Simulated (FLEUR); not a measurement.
# Calculated records

```
Collinear magnetic orders of RbMnF3 with FLEUR
1.0
     4.23247    0.00000    0.00000
     0.00000    4.23247    0.00000
     0.00000    0.00000    8.46494
Rb Mn F
2 2 6
Direct
  0.00000 0.00000 0.00000
  0.00000 0.00000 0.50000
  0.50000 0.50000 0.25000
  0.50000 0.50000 0.75000
  0.50000 0.00000 0.25000
  0.50000 0.00000 0.75000
  0.50000 0.50000 0.00000
  0.50000 0.50000 0.50000
  0.00000 0.50000 0.25000
  0.00000 0.50000 0.75000
# method: PBEsol; all-electron FLAPW, Dirac cores, scalar-relativistic bands
# program: FLEUR MaX-R8.1
# settings of one run: kmax 4.26 1/bohr, gmax 12.8 1/bohr, muffin tin radii Rb: 2.8, Mn: 2.49, F: 1.41 bohr, lmax Rb: [10, 8], Mn: [10, 8], F: [6, 4], hist occupations, smearing width 0.08 eV, mixer Anderson, mixing 0.05, max iterations 130, stop 2.00e-5 me/bohr³, collinear spin, 6×6×3 k-mesh, mesh matched on, starting moments 0 0 4.5 -4.5 0 0 0 0 0 0 μB
# cost: 3 runs, 20 min in all on 4 MPI ranks of Arm Neoverse N1, shared host (the runs of this entry)
# notes: Only 3 starts were tried; other patterns of signs, canted and longer-period orders were not.
# lowest state found: antiferromagnetic (initial antiferro q=(0,0,1/2) +-)
# largest site spin moment: 4.62 μB
# next finished state: ferromagnetic, 28.5 meV a seeded atom higher
# energy gained by spin polarisation: 2972 meV a seeded atom
```

[Logs and program files are shortened in this print: banners, set-up blocks, solver, clock and traceback lines can be left out without a mark of their own.]

[Logs are printed without paths, hosts, clocks, repeated set-up lines and the standing remarks that a program may print on its own settings, such as how far it seeks lower states.]

[Hosts, paths, dates, database ids (printed as entryN), source tags and the programs' standing remarks are cut or masked in the printed files.]

[Where a cell is said to come from a database of computed structures, the database is the Materials Project.]
